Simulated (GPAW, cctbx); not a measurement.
# (CdO)1(NaF)1: deformation density and structure factors from DFT

Question: by how much does bonding change the X-ray structure factors of (CdO)1(NaF)1, and what does a routine refinement make of it?

The cell is a (CdO)1(NaF)1 superlattice along [001] of the rock-salt type, started at the mean lattice constant and relaxed freely, with no substrate. All numbers below are calculated.

## Step 1: Find the equilibrium geometry

The density hangs on the geometry, so cell and atoms are relaxed first, with the symmetry held. The cutoff is set higher than for the density because stress converges slowly with plane waves.

Settings: GPAW 26.7.0, PBE, 900 eV, 7×7×5 k-points (along the axes of the calculation cell), Fermi–Dirac width 0.05 eV, BFGS to 0.03 eV/Å.

```text
cell
1.0
     3.351686143    0.000000000    0.000000000
     0.000000000    3.351686143    0.000000000
     0.000000000    0.000000000    4.740000000
Cd O Na F
1 1 1 1
Direct
0.000000000 0.000000000 0.000000000
0.500000000 0.500000000 0.000000000
0.500000000 0.500000000 0.500000000
0.000000000 0.000000000 0.500000000
```

```console
$ OMP_NUM_THREADS=1 mpirun -n 4 gpaw python run.py > gpaw.log
```

```text
BFGS:    0      -16.355091        0.441315
BFGS:    1      -16.361236        0.429070
BFGS:    2      -16.434958        0.206802
BFGS:    3      -16.436141        0.189864
BFGS:    4      -16.441866        0.125996
BFGS:    5      -16.446615        0.076289
BFGS:    6      -16.449019        0.016511
cell  3.2499 3.2499 5.0463  90.00 90.00 90.00
volume 53.297 A^3, largest force 0.000 eV/A, largest stress 0.20 GPa
```

After 6 steps the volume has changed by +0.1 % and the energy by -0.094 eV; the largest stress left is 0.20 GPa. It took 70 s on 4 cores of Arm Neoverse V1 (shared host), peak memory 0.95 GiB.

Relaxed structure: P4/mmm (no. 123), a = 3.2499 Å, b = 3.2499 Å, c = 5.0463 Å, α = 90.00°, β = 90.00°, γ = 90.00°.

| atom | mult. | x | y | z |
| --- | --- | --- | --- | --- |
| Cd1 | 1 | 0 | 0 | 0 |
| Na1 | 1 | 1/2 | 1/2 | 1/2 |
| F1 | 1 | 0 | 0 | 1/2 |
| O1 | 1 | 1/2 | 1/2 | 0 |

## Step 2: The all-electron density

X-rays see the whole electron density, so the PAW density is rebuilt with its core regions. Subtracting spherical free atoms from the same code cancels the cores and leaves the deformation density Δρ, the part due to bonding.

Settings: PBE, 550 eV, 8×8×5 k-points (along the axes of the calculation cell), Fermi–Dirac width 0.05 eV; primitive cell of 4 atoms.

```console
$ OMP_NUM_THREADS=1 mpirun -n 4 gpaw python run.py > gpaw.log
```

```text
|iter:   1|       0s |  -18.623985 | -0.61 |       |
|iter:   2|       1s |  -17.913618 | -2.13 | -1.02 |
|iter:   3|       2s |  -16.201582 | -0.84 | -1.08 |
...
|iter:   7|       5s |  -16.162647c| -5.53 | -2.92 |
|iter:   8|       6s |  -16.162723c| -5.77 | -3.20 |
|iter:   9|       7s |  -16.162725c| -7.48c| -4.18c|
```

```text
grid (36, 36, 56)  electrons 76.000  moved by bonding 0.955 e
deformation density beyond 0.5 A of the nuclei: max 0.245, min -0.099 e/A^3
atom        x       y       z   Voronoi charge  moment
Cd1    0.0000  0.0000  0.0000      0.505       0.00
Na2    0.5000  0.5000  0.5000      0.201       0.00
F 3    0.0000  0.0000  0.5000     -0.267       0.00
O 4    0.5000  0.5000  0.0000     -0.438       0.00
mean inner potential of superposed free atoms 15.831 V
total magnetic moment 0.000 muB
```

Deformation density in a plane through the shortest contact of the Cd atom at the origin, in 0.01 e/Å³ (clipped at ±99); x from -1.6 to 3.9 Å, y from 2.4 down to -2.4 Å:

```text
 -2  -3   8   6   .   .  10   5  -7   6   .   .  17  -8   2  10
 -6  -3   7   9   .   .  10   4  -6  -2   .   .   4  -8   2   9
 -9  -3   2   7   9   9   7   0  -4 -10  -5  -3  -9  -6  -1   6
 -3  -2  -2   0   1   1  -1  -2  -3  -3  -2  -2  -2  -3  -2  -1
  4  -1  -5  -9  -7  -8  -8  -4   0   6   8   8   6   0  -3  -7
  7   1  -8  -1   .  13  -5  -6   3   9   0   .  11   6  -3  -8
 10   2  -8  20   .   .   8  -7   6  10   .   .   6   8  -3  -1
  7   1  -8  -1   .  13  -5  -6   3   9   0   .  11   6  -3  -8
  4  -1  -5  -9  -7  -8  -8  -4   0   6   8   8   6   0  -3  -7
 -3  -2  -2   0   1   1  -1  -2  -3  -3  -2  -2  -2  -3  -2  -1
 -9  -3   2   7   9   9   7   0  -4 -10  -5  -3  -9  -6  -1   6
 -6  -3   7   9   .   .  10   4  -6  -2   .   .   4  -8   2   9
 -2  -3   8   6   .   .  10   5  -7   6   .   .  17  -8   2  10
```

Atoms in or within 0.15 Å of the plane: Cd (2.3, 2.3), Cd (2.3, -2.3), Cd (0.0, 0.0), O (2.3, 0.0), O (0.0, 2.3), O (0.0, -2.3) Å. Dots mark points within about 0.45 Å of a nucleus; large values next to them are atomic features.

O gains most (-0.44 e) and Cd loses most (+0.51 e), which isn't the order of electronegativity: valence and coordination count too, and Voronoi cells cut space at the midplane whatever the atoms' sizes. Such charges fall far short of formal ones, since overlapping free atoms already put density on their neighbours. Along the shortest contact from the Cd atom at the map's origin, Cd–O at 2.30 Å, Δρ is 0.00 e/Å³ at the midpoint; the highest value on the line, +0.20, lies at the edge of the range, 0.5 Å from Cd, and is an atomic rather than a bond feature: little piles up between the atoms. At the midpoints of other shortest contacts it is +0.01 (Na–F, 2.30 Å), -0.03 (Cd–F, 2.52 Å), +0.02 (Na–O, 2.52 Å) and -0.02 (Cd–Cd, 3.25 Å) e/Å³. Point values carry grid noise of about 0.01 e/Å³. The run needed 9 iterations, 12 s.

## Step 3: From the density to structure factors

The Fourier components of Δρ, added to those of the free atoms, give the static X-ray structure factors; the Mott–Bethe relation turns them into the Fourier components V of the potential that fast electrons feel.

```text
static structure factors of the conventional cell: F in electrons, V (Mott-Bethe) in volts
   h  k  l      d  |F| table  |F| free   |F| DFT   change   |V| free  |V| DFT  change %
   0  0  1  5.0463    34.017    34.050    33.940   -0.110     4.271    4.512      5.6
   1  0  0  3.2499    33.814    33.817    33.589   -0.229     3.799    4.007      5.5
   1  0  1  2.7323    35.606    35.635    35.028   -0.608     4.086    4.476      9.6
   0  0  2  2.5231    59.800    59.642    60.174    0.532     8.956    8.665     -3.3
   1  1  0  2.2980    57.713    57.544    58.052    0.508     8.382    8.151     -2.7
   1  1  1  2.0914    27.793    27.786    27.848    0.062     3.090    3.066     -0.8
   1  0  2  1.9930    29.385    29.355    29.471    0.116     2.953    2.914     -1.3
   1  1  2  1.6990    49.826    49.698    49.884    0.186     6.529    6.483     -0.7
   0  0  3  1.6821    25.503    25.505    25.463   -0.042     2.554    2.564      0.4
   2  0  0  1.6249    48.542    48.428    48.607    0.179     6.261    6.220     -0.7
   2  0  1  1.5467    24.587    24.594    24.666    0.072     2.347    2.332     -0.6
   1  0  3  1.4939    29.630    29.585    29.680    0.095     2.383    2.364     -0.8
   2  1  0  1.4534    25.657    25.646    25.727    0.081     2.244    2.230     -0.7
   2  1  1  1.3966    28.735    28.695    28.803    0.108     2.232    2.214     -0.8
```

The largest X-ray change is -0.61 e on 101, 1.7 % of |F|. For electrons V goes as (Z − F)/g², so a change of F counts against Z − F, which is small at low angle and wherever the atoms' terms cancel: |V| of 101 moves by +9.6 % (4.09 to 4.48 V) against -1.7 % in |F|. The tabulated Hartree–Fock atoms differ from the free DFT atoms by up to 0.17 e, so the choice of reference atom matters too.

## Step 4: What a spherical-atom refinement makes of it

Routine crystallography fits spherical atoms. To see the bias, intensities are simulated from tabulated atoms plus the DFT change ΔF, so that bonding alone can misfit (2470 reflections of the full sphere, merged to the counts below, to 0.45 Å, 0.5 % proportional noise plus counting noise, assumed isotropic U as listed, Δρ smeared by the mean U) and refined with cctbx over different ranges.

| range | data | R1 | GooF | U Cd1 (true 0.0028) | U Na1 (true 0.0046) | U F1 (true 0.0048) | U O1 (true 0.005) | largest shift (Å) | Δρ max, min (e/Å³) |
| --- | --- | --- | --- | --- | --- | --- | --- | --- | --- |
| all data | 227 | 0.0026 | 1.23 | 0.0028 | 0.0046 | 0.0047 | 0.0050 | 0.0000 | 0.53, -0.21 |
| low resolution, d > 0.84 | 45 | 0.0028 | 1.97 | 0.0028 | 0.0044 | 0.0047 | 0.0048 | 0.0000 | 0.17, -0.09 |
| high order, d < 0.75 | 167 | 0.0023 | 0.96 | 0.0028 | 0.0046 | 0.0047 | 0.0050 | 0.0000 | 0.29, -0.19 |
| occupancies free, d > 0.7 | 72 | 0.0023 | 1.45 | 0.0029 | 0.0047 | 0.0054 | 0.0061 | 0.0000 | 0.16, -0.14 |

With all data GooF is 1.23, diluted by the many high-angle data; the misfit shows at low resolution; the top residual peak lies 0.00 Å from O and 2.30 Å from Cd, on the atom. No U is off by more than 3 s.u. at low resolution. Symmetry fixes every coordinate, so the shifts are zero by construction. With Cd1 held at 1 and the scale free, the other occupancies refine to Na1 1.002(0.004), F1 1.017(0.005) and O1 1.028(0.006), on sites that are all full: they absorb part of the misfit, and only ratios to the fixed site mean anything.

## Step 5: Answer

Bonding moves 0.95 e in the primitive cell of (CdO)1(NaF)1 and changes the structure factors of the conventional cell in the table above by at most 0.61 e (101, 1.7 %). The shortest bond, Cd–O, has Δρ = 0.00 e/Å³ at its midpoint. With all data GooF is 1.23, diluted by the many high-angle data. Limits: static density, frozen cores, no spin–orbit coupling.

[Outputs are excerpts: Python notices, other lines and further rows are left out; steps that failed or that the build refused (PBEsol, TPSS) are not shown.]

[Logs are printed without paths, hosts, clocks, repeated set-up lines and the standing remarks that a program may print on its own settings, such as how far it seeks lower states.]
